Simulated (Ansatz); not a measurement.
# From r2SCAN to G0W0: PbO (Massicot)

How far does one-shot GW move the r2SCAN gap of PbO (Massicot)?

Main program and level: Ansatz 0.2.0; r2SCAN, then G0W0 on it, plane waves, PAW.

**What was measured.**

- Gap 2.5 eV: literature experimental band gap; bulk crystal (literature value for beta-PbO) (quoted in “X-ray spectroscopic study of amorphous and polycrystalline PbO films, α-PbO, and β-PbO for direct conversion imaging”, 2017, pmc:5640621).

## 1. The structure

Symmetry: Pbcm, No. 57, orthorhombic system. The conventional cell has a = 5.893 Å, b = 5.490 Å, c = 4.753 Å, α = 90.00°, β = 90.00°, γ = 90.00°. Nearest to Pb lie 4 O at 2.22 to 2.48 Å. Nearest to O lie 4 Pb at 2.22 to 2.48 Å. Farther neighbours and most contacts between anions are not listed.

Structure file:

```cif
data_structure
_symmetry_space_group_name_H-M 'P 1'
_symmetry_Int_Tables_number 1
_cell_length_a 5.8931
_cell_length_b 5.4904
_cell_length_c 4.7528
_cell_angle_alpha 90.000
_cell_angle_beta 90.000
_cell_angle_gamma 90.000
_cell_volume 153.78
loop_
_atom_site_label
_atom_site_type_symbol
_atom_site_fract_x
_atom_site_fract_y
_atom_site_fract_z
_atom_site_occupancy
Pb1 Pb 0.22970 0.98840 0.25000 1
Pb2 Pb 0.77030 0.01160 0.75000 1
Pb3 Pb 0.22970 0.51160 0.75000 1
Pb4 Pb 0.77030 0.48840 0.25000 1
O5 O 0.86530 0.09170 0.25000 1
O6 O 0.13470 0.90830 0.75000 1
O7 O 0.86530 0.40830 0.75000 1
O8 O 0.13470 0.59170 0.25000 1
```

The cell and positions come from the Crystallography Open Database and are kept as given unless a step says otherwise. Spin-orbit coupling is left out unless a step names it.

The logs state that the PAW files were generated under PBE.

## 2. Bands along the symmetry lines

Levels along a band path and on the mesh show where this functional puts the band edges.

This step: DFT, r2SCAN, plane waves, PAW; PAW set soft_1.

The input, input.yaml:

```yaml
crystal:
  lattice:
    - [5.8931, 0.0, 0.0]
    - [0.0, 5.4904, 0.0]
    - [0.0, 0.0, 4.7528]
  atoms:
    - { symbol: Pb, position: [0.2297, 0.9884, 0.25] }
    - { symbol: Pb, position: [0.7703, 0.0116, 0.75] }
    - { symbol: Pb, position: [0.2297, 0.5116, 0.75] }
    - { symbol: Pb, position: [0.7703, 0.4884, 0.25] }
    - { symbol: O, position: [0.8653, 0.0917, 0.25] }
    - { symbol: O, position: [0.1347, 0.9083, 0.75] }
    - { symbol: O, position: [0.8653, 0.4083, 0.75] }
    - { symbol: O, position: [0.1347, 0.5917, 0.25] }
kpoints:
  mp_grid: { grid: [4, 4, 6] }
  band_path:
    path:
      - [[0.0, 0.0, 0.0], [0.5, 0.0, 0.0], [0.5, 0.5, 0.0], [0.0, 0.5, 0.0], [0.0, 0.0, 0.0], [0.0, 0.0, 0.5], [0.5, 0.0, 0.5], [0.5, 0.5, 0.5], [0.0, 0.5, 0.5], [0.0, 0.0, 0.5]]
      - [[0.5, 0.0, 0.0], [0.5, 0.0, 0.5]]
      - [[0.0, 0.5, 0.0], [0.0, 0.5, 0.5]]
      - [[0.5, 0.5, 0.0], [0.5, 0.5, 0.5]]
    npoints: 10
hamiltonian:
  xc: r2scan
  pseudopotentials: { kind: paw, azcp: { folder: soft_1 } }
scf:
  occupations: { method: fermi_dirac, width: 0.02 }
  n_extra_bands: 6
output:
  eigenvalues: true
  forces: true
  stress: true
  write_density: true
  write_potential: true
  elf: true
  volumetric_format: npy
```

Run with:

```bash
$ ansatz run input.yaml --threads 2 --pin off --max-ram 92160MiB --backend cuda --events-out ev --progress --plain --runs-dir out --devices 1 --max-vram 13GiB
```

Numbers of over 12 decimals in the logs are rounded to 6 here.

The log of the run:

```text
scf.n_extra_bands = 6 over 40 filled bands (N_el = 80.0): the run solves 46 bands
GPUs: using 1 of 1 available (devices: 1).
Engine: ansatz 0.2.0, x86_64-unknown-linux-gnu
Pseudopotentials: kind: paw
Pseudopotential: Pb, paw, valence charge 14, recommended cutoff 500 eV (meta_gga), soft_1/Pb.paw.azcp
Pseudopotential: O, paw, valence charge 6, recommended cutoff 500 eV (meta_gga), soft_1/O.paw.azcp
Functional definition: r2SCAN
  parameter k0 = 0.174
  parameter k1 = 0.065
  parameter a1 = 4.9479
  exchange = r2scan_x(k0 = k0, k1 = k1, a1 = a1)
  correlation = r2scan_c
device memory: the entry about to start is reckoned to put 3.0 GiB on a device that reports 54.5 GiB free (of which the cap on the GPU budget leaves the run 13.0 GiB)
GPU FFT provider: cuFFT
GPU libraries: cuBLAS 13.8.2, cuFFT 12.4.0, cuSOLVER 12.3.4
Crystal: 8 atoms, lattice volume = 153.779 Å³
Basis set: ecut = 500 eV, 3869 PW (Γ), exchange–correlation on 180×180×144 points (64 copies of the dense FFT grid, shifted against one another)
Bands: 46, of which v1, the nominal top of the filled ones, is band 40 counted from 1 (39 counted from 0)
Symmetry: 8 space group operations
Space group: Pbcm (ITA 57), of the structure as read, at distance tolerance 5.4e-5 Å
k-points: 36 of 96
Non-local potential: Pb, projectors of the file, l = 0: 2, l = 1: 2, l = 2: 2, l = 3: 1
Non-local potential: O, projectors of the file, l = 0: 2, l = 1: 2, l = 2: 1
PAW form: soft (Blöchl's): semilocal exchange-correlation on the pseudo side does not see the compensation charge
PAW frozen core: Pb, regenerated for the run's functional (the file was generated under x = pbe(κ = 0.804, μ = 0.219515), c = pbe(β = 0.066725))
PAW frozen core: O, regenerated for the run's functional (the file was generated under x = pbe(κ = 0.804, μ = 0.219515), c = pbe(β = 0.066725))
PAW one-centre angular grid: Pb, 590 points (default); XC on 160 Gauss nodes
PAW one-centre angular grid: O, 302 points (default); XC on 160 Gauss nodes
Initial density: superposition of atomic densities (chi_scale 0.1, normalization cell, long waves kept (reshape's long-wave potential 0.22 eV rms))
Initial wavefunctions: pseudopotential atomic-orbital guess
GPU buffer pool allocated for 72900 grid points (all kernels)
GPU transforms: local potential and band sums: pruned to the plane-wave sphere, on 45×45×36
Functional: x = r2scan, c = r2scan; τ floored in thin density (d = 2e-4 eV/Å³)
SCF iter   1: F=—  HF=-49965.749983 eV  |F-HF|=—  |Δ(HF+E_count)|=         —  Δρ=4.99e-2  dr2=4.33e0  dr2_τ=4.09e-1  ethr=3.10e-3  ⟨swp⟩=7.2  Hψ=6728  notcnv=0
preconditioner: auto → Resta (q_TF=auto, 2.447 Å⁻¹)  ε∞=3.8  [insulator: Δε(μ)=2.766 eV  Ē_g=15.925 eV  σ=0.020 eV  W_gap=1.00  n_scr=34 (ndim 8)  ℏωp=26.8 eV  f_vac=0.000  D(μ)=0.00/eV (n_scr^D=0)  ε∞_Penn≈3.8]
SCF iter   2: F=—  HF=-49965.316228 eV  |F-HF|=—  |Δ(HF+E_count)|=   4.34e-1  Δρ=2.78e-2  dr2=7.87e-1  dr2_τ=1.13e-1  ethr=3.10e-3  ⟨swp⟩=2.3  Hψ=3554  notcnv=0  defer=63
SCF iter   3: F=—  HF=-49965.410566 eV  |F-HF|=—  |Δ(HF+E_count)|=   9.43e-2  Δρ=1.17e-2  dr2=2.38e-1  dr2_τ=1.63e-2  ethr=9.84e-4  ⟨swp⟩=3.2  Hψ=3061  notcnv=0  defer=63
SCF iter   4: F=—  HF=-49965.428172 eV  |F-HF|=—  |Δ(HF+E_count)|=   1.76e-2  Δρ=3.28e-3  dr2=1.06e-2  dr2_τ=9.33e-4  ethr=2.97e-4  ⟨swp⟩=2.9  Hψ=3435  notcnv=0  defer=63
SCF iter   5: F=—  HF=-49965.434218 eV  |F-HF|=—  |Δ(HF+E_count)|=   6.05e-3  Δρ=5.43e-4  dr2=3.38e-4  dr2_τ=1.87e-5  ethr=1.32e-5  ⟨swp⟩=2.3  Hψ=2473  notcnv=0  defer=63
SCF iter   6: F=—  HF=-49965.434577 eV  |F-HF|=—  |Δ(HF+E_count)|=   3.59e-4  Δρ=1.06e-4  dr2=1.93e-5  dr2_τ=2.09e-6  ethr=4.22e-7  ⟨swp⟩=2.1  Hψ=2585  notcnv=0  defer=63
SCF iter   7: F=—  HF=-49965.434693 eV  |F-HF|=—  |Δ(HF+E_count)|=   1.17e-4  Δρ=3.14e-5  dr2=1.04e-6  dr2_τ=7.97e-8  ethr=2.41e-8  ⟨swp⟩=2.0  Hψ=2889  notcnv=0  defer=63
SCF iter   8: F=-49965.434695 eV  HF=-49965.434695 eV  |F-HF|=4.78e-9  |Δ(HF+E_count)|=   1.41e-6  Δρ=5.81e-6  dr2=7.42e-8  dr2_τ=4.35e-9  ethr=1.25e-10  ⟨swp⟩=17.3  Hψ=15407  notcnv=0
SCF 1 converged in 8 iterations: F = -49965.434695 eV  dr2 = 7.42e-8
  Residual-converged pass: ⟨swp⟩=1.1  Hψ=1804  notcnv=0  max |occ|·‖R‖ = 7.0e-9 eV (tolerance 1.0e-8 eV)  dr2=7.42e-8  dr2_τ=4.35e-9  dr2_onsite=5.78e-9  max |Δocc| = 0.0e0
  greatest PAW one-centre occupation: 0.982 electrons in one spin orbital (limit 2), on the Pb atom at site 1 (counted from 0), in its partial waves of l = 2
device memory: the entry about to start is reckoned to put 2.1 GiB on a device that reports 64.1 GiB free (of which the cap on the GPU budget leaves the run 13.0 GiB)
NSCF: frozen V_eff on 124 k-points
SCF converged after 8 iterations
Free energy (F): -49965.434695 eV
Harris-Foulkes:  -49965.434695 eV  (|F-HF|=4.78e-9)
Internal energy: -49965.434695 eV  (E = F + TS)
E sigma→0 (E₀):  -49965.434695 eV
Fermi energy:    9.423879 eV
--- Per-component energies (eV) ---
  E_band       = -218.811345
  E_kinetic    = 1849.627662
  E_local      = -5967.464342  (includes V_loc(G=0)·N_el)
  E_nonlocal   = 1435.759901
  E_hartree    = 2348.475648
  E_xc         = -1058.815647
  E_vxc        = -1014.484172  (∫ρ·V_xc dr)
  E_paw        = -42341.213557  (= ΣΔE_a)
  E_vpaw       = -1288.594064  (= ΣTr[D̂ρ^β])
  E_aug_tail   = 0.000994  (compensation charges beyond the density's cutoff)
  E_vtau       = 69.399625  (kinetic-family band-sum trace: ∫τ·v_τ [+ j·A + Jᵃ·Aᵃ] dr)
  E_ewald      = -6235.538797
  E_core_change = 3.733443  (= ΣΔE_core)
  E_smearing   = -0.000000  (= −TS)
  E_closure    = -0.000000  (closes the sum)
  Σ components = -49965.434695   (vs F -49965.434695, Δ=0.00e0)
--- Forces (eV/Å), atoms counted from 1 ---
  atom   1  Pb     0.05394958     0.02136989     0.00000000
  atom   2  Pb    -0.05394958    -0.02136989    -0.00000000
  atom   3  Pb     0.05394958    -0.02136989     0.00000000
  atom   4  Pb    -0.05394958     0.02136989    -0.00000000
  atom   5  O     -0.01058614    -0.02297044    -0.00000000
  atom   6  O      0.01058614     0.02297044     0.00000000
  atom   7  O     -0.01058614     0.02297044     0.00000000
  atom   8  O      0.01058614    -0.02297044    -0.00000000
  max |Σ_I F_I| component: 1.56e-17 eV/Å
--- Stress (GPa, compression-positive) ---
        1.691572       0.000000       0.000000
        0.000000       1.573617       0.000000
        0.000000       0.000000       0.627067
  P = ⅓ Tr σ = 1.2974 GPa (12.974 kbar)
--- Band table (eV; the first three rows and the last of 36) ---
  k-point 0: bands = [... 36 lower, 6.8545, 6.8904, 7.7827, 8.1634, 11.9479, 12.5363, 13.1837, 14.0113, ... 2 higher]
  k-point 1: bands = [... 36 lower, 6.8232, 7.3083, 7.5831, 8.1574, 12.0156, 12.7209, 13.0503, 13.9563, ... 2 higher]
  k-point 2: bands = [... 36 lower, 7.1502, 7.2018, 7.6454, 8.1264, 12.2618, 13.0593, 13.2641, 13.4119, ... 2 higher]
  k-point 35: bands = [... 36 lower, 7.6189, 7.6189, 7.6189, 7.6189, 11.0736, 11.0736, 11.0736, 11.0736, ... 2 higher]
```

It took 15 s on 1 × NVIDIA H100 80GB HBM3 (shared by 6 runs) with 2 threads of AMD EPYC 7R13 (Zen 3), shared host; peak memory 1.3 GiB; 12 s of CPU time.

Reading the cycles: dr2 is the Hartree energy of the density residual (eV), the measure of convergence; HF is the Harris–Foulkes estimate of the energy, which meets the free energy F at convergence.

This step gave:

```
pressure             : 1.297 GPa
filled bands         : 40
gap                  : 2.510 eV
valence top at       : Γ
conduction bottom at : k = (0.500, 0.500, 0.350)
least direct gap     : 2.798 eV
```

Over mesh and path the gap is 2.510 eV, from k = Γ to k = (0.500, 0.500, 0.350). The least direct gap found is 2.798 eV, at k = (0.500, 0.500, 0.350). On the 4×4×6 mesh alone the same run gives 2.525 eV, so that mesh misses an edge of r2SCAN: 2.525 − 2.510 = +0.015 eV.

Electronic bands along the path, in eV, zero at the top of the highest nominally filled band:

| point | band 37 | band 38 | band 39 | band 40 | band 41 | band 42 | band 43 | band 44 |
| --- | --- | --- | --- | --- | --- | --- | --- | --- |
| Γ | -1.31 | -1.27 | -0.38 | 0.00 | 3.78 | 4.37 | 5.02 | 5.85 |
| halfway | -1.33 | -1.06 | -0.20 | -0.10 | 3.09 | 4.45 | 4.53 | 6.05 |
| X | -1.35 | -0.62 | -0.49 | -0.03 | 3.28 | 3.60 | 4.13 | 5.48 |
| halfway | -1.39 | -0.72 | -0.45 | -0.11 | 3.06 | 3.65 | 4.29 | 5.46 |
| S | -0.63 | -0.63 | -0.51 | -0.51 | 3.64 | 3.64 | 4.58 | 4.58 |
| halfway | -0.88 | -0.88 | -0.24 | -0.24 | 4.11 | 4.11 | 4.89 | 4.89 |
| Y | -0.99 | -0.99 | -0.20 | -0.20 | 4.63 | 4.63 | 5.45 | 5.45 |
| halfway | -1.43 | -1.09 | -0.21 | -0.06 | 4.13 | 4.63 | 5.13 | 5.15 |
| Γ | -1.31 | -1.27 | -0.38 | 0.00 | 3.78 | 4.37 | 5.02 | 5.85 |
| halfway | -1.26 | -0.79 | -0.61 | -0.02 | 3.95 | 4.79 | 4.84 | 5.54 |
| Z | -0.86 | -0.86 | -0.27 | -0.27 | 4.60 | 4.60 | 5.41 | 5.41 |
| halfway | -0.81 | -0.81 | -0.22 | -0.22 | 4.00 | 4.00 | 4.51 | 4.51 |
| U | -0.52 | -0.52 | -0.39 | -0.39 | 3.67 | 3.67 | 4.13 | 4.13 |
| halfway | -0.50 | -0.50 | -0.45 | -0.45 | 3.06 | 3.06 | 3.46 | 3.46 |
| R | -0.54 | -0.54 | -0.54 | -0.54 | 2.91 | 2.91 | 2.91 | 2.91 |
| halfway | -0.69 | -0.69 | -0.69 | -0.69 | 3.36 | 3.36 | 3.36 | 3.36 |
| T | -0.78 | -0.78 | -0.78 | -0.78 | 3.86 | 3.86 | 3.86 | 3.86 |
| halfway | -0.85 | -0.85 | -0.47 | -0.47 | 4.05 | 4.05 | 4.63 | 4.63 |
| Z | -0.86 | -0.86 | -0.27 | -0.27 | 4.60 | 4.60 | 5.41 | 5.41 |
| jump to X | -1.35 | -0.62 | -0.49 | -0.03 | 3.28 | 3.60 | 4.13 | 5.48 |
| halfway | -0.59 | -0.53 | -0.51 | -0.25 | 3.61 | 3.74 | 3.97 | 5.03 |
| U | -0.52 | -0.52 | -0.39 | -0.39 | 3.67 | 3.67 | 4.13 | 4.13 |
| jump to Y | -0.99 | -0.99 | -0.20 | -0.20 | 4.63 | 4.63 | 5.45 | 5.45 |
| halfway | -0.88 | -0.88 | -0.38 | -0.38 | 4.02 | 4.02 | 4.54 | 4.54 |
| T | -0.78 | -0.78 | -0.78 | -0.78 | 3.86 | 3.86 | 3.86 | 3.86 |
| jump to S | -0.63 | -0.63 | -0.51 | -0.51 | 3.64 | 3.64 | 4.58 | 4.58 |

Valence density in the ab plane at fractional z = 0.250, with atoms of Pb and O within 0.2 Å of it. It is the smooth field of the valence electrons, not physical close to the nuclei.

Values in e/Å³, 14 rows by 16 columns, each cell a mean:
```
0.3 1.0 3.6 6.4 6.1 3.2 0.9 0.2 0.1 0.0 0.0 0.1 0.3 0.7 0.7 0.5
0.2 0.5 1.6 2.9 2.8 1.5 0.5 0.1 0.1 0.0 0.0 0.1 0.1 0.1 0.1 0.1
0.1 0.3 0.5 0.7 0.6 0.4 0.2 0.1 0.0 0.0 0.0 0.1 0.1 0.1 0.1 0.1
0.3 0.7 1.0 0.7 0.3 0.1 0.1 0.0 0.0 0.1 0.1 0.2 0.2 0.2 0.1 0.1
0.9 2.9 4.4 2.5 0.7 0.2 0.1 0.0 0.1 0.2 0.4 0.7 1.0 0.7 0.4 0.3
1.4 5.1 7.7 4.3 1.0 0.2 0.1 0.0 0.1 0.3 1.0 2.6 3.7 2.9 1.2 0.5
0.9 2.7 4.1 2.3 0.6 0.1 0.0 0.0 0.1 0.5 1.9 4.9 7.2 5.7 2.3 0.6
0.3 0.6 0.8 0.5 0.2 0.1 0.0 0.0 0.1 0.4 1.8 4.7 6.8 5.3 2.2 0.5
0.1 0.1 0.1 0.1 0.1 0.0 0.0 0.0 0.1 0.3 0.8 2.1 3.1 2.4 0.9 0.3
0.1 0.1 0.1 0.1 0.1 0.1 0.0 0.0 0.0 0.1 0.2 0.5 0.7 0.6 0.4 0.2
0.2 0.1 0.1 0.2 0.2 0.2 0.1 0.0 0.0 0.0 0.1 0.2 0.5 0.9 0.9 0.5
0.5 0.3 0.5 0.9 0.9 0.5 0.2 0.1 0.0 0.0 0.1 0.3 1.3 3.6 4.2 1.7
0.7 0.7 1.9 3.5 3.4 1.8 0.6 0.2 0.1 0.0 0.1 0.4 2.1 6.4 7.3 2.9
0.6 1.1 3.8 6.8 6.5 3.4 1.0 0.3 0.1 0.0 0.1 0.3 1.2 3.4 3.8 1.6
```
Columns run along a (5.9 Å), rows up along b (5.5 Å). Atoms in or near the plane, at fractional coordinates: Pb at (0.23, 0.99), Pb at (0.77, 0.49), O at (0.87, 0.09), O at (0.13, 0.59).

Electrostatic potential energy in the ab plane at fractional z = 0.250, with atoms of Pb and O within 0.2 Å of it. With pseudopotentials it is smooth inside the atoms' cores, unlike the true potential.

Ten even steps from '_' (-33 eV) to '@' (14 eV), each cell a mean:
```
%%--__....__==%%@@@@@@@@@@@@%%@@
%%**..____::##%%@@@@@@@@@@@@@@@@
@@%%##++++##%%@@@@@@@@@@@@@@@@@@
@@%%##%%%%@@@@@@@@@@@@%%%%%%@@@@
%%::..--%%@@@@@@@@@@%%++==++##%%
**____..##@@@@@@@@%%==______--##
##--..==@@@@@@@@@@##..__....__**
@@@@%%@@@@@@@@@@@@##..__..____**
@@@@@@@@@@@@@@@@@@%%==..____--##
@@@@@@@@@@@@@@@@@@@@%%**++**%%@@
@@@@%%%%%%@@@@@@@@@@@@@@%%####@@
@@%%**====**%%@@@@@@@@@@**....++
%%**..____..**@@@@@@@@@@==____::
%%--__....__==%%@@@@@@@@##::..++
```
Columns run along a (5.9 Å; values clipped at the 3rd and 97th percentile), rows up along b (5.5 Å). Atoms in or near the plane, at fractional coordinates: Pb at (0.23, 0.99), Pb at (0.77, 0.49), O at (0.87, 0.09), O at (0.13, 0.59).

(Continued in part 2 of 3.)

[Paths, hosts, dates, memory and timing lines, banners, echoed tables and standing remarks are left out of the program output.]

[Logs are printed without paths, hosts, clocks, repeated set-up lines and the standing remarks that a program may print on its own settings, such as how far it seeks lower states.]

[Runs of the session that timed out or met a known fault of the program may be left out.]

[Cells called generated may have been cut or substituted from an entry of the Crystallography Open Database or the Materials Project.]

[Hosts, paths, dates, database ids (printed as entryN), source tags and the programs' standing remarks are cut or masked in the printed files.]

[Where an RPA ε∞ is given, it is that of the G0W0 mesh and is not shown converged in it. Names of k-points follow the symmetry that the program found, which can be lower than the space group named. Band edges on a path are those of the sampled points; other points can move an edge, and change direct to indirect where valleys lie close.]

[Hybrid gaps are those of their k-mesh and are not shown converged in it.]
